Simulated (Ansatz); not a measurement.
# Direct or indirect: MgO (Fm-3m)

```
Mg O
1.0
     0.00000    2.10850    2.10850
     2.10850    0.00000    2.10850
     2.10850    2.10850    0.00000
Mg O
1 1
Direct
  0.00000 0.00000 0.00000
  0.50000 0.50000 0.50000
```

Method: Ansatz, PBE, independent particles, without spin-orbit coupling, line width 0.2 eV (Gaussian). The band structure gives a fundamental gap of 4.71 eV. The spectrum of vertical transitions near the edge:

```tsv
E (eV)	Im ε, E ∥ xyz
4.26	0.00
4.38	0.00
4.50	0.02
4.62	0.07
4.74	0.19
4.86	0.34
4.98	0.48
5.10	0.58
5.22	0.65
5.34	0.71
5.46	0.77
5.58	0.82
5.70	0.86
5.82	0.90
5.94	0.94
```

Is the gap direct or indirect, and about where do vertical transitions set in?

Direct: the band path has its least direct gap at the fundamental one, 4.71 eV, and the curves rise from there. Lines are broadened by 0.2 eV, which spreads the edge.

[Logs are printed without paths, hosts, clocks, repeated set-up lines and the standing remarks that a program may print on its own settings, such as how far it seeks lower states.]
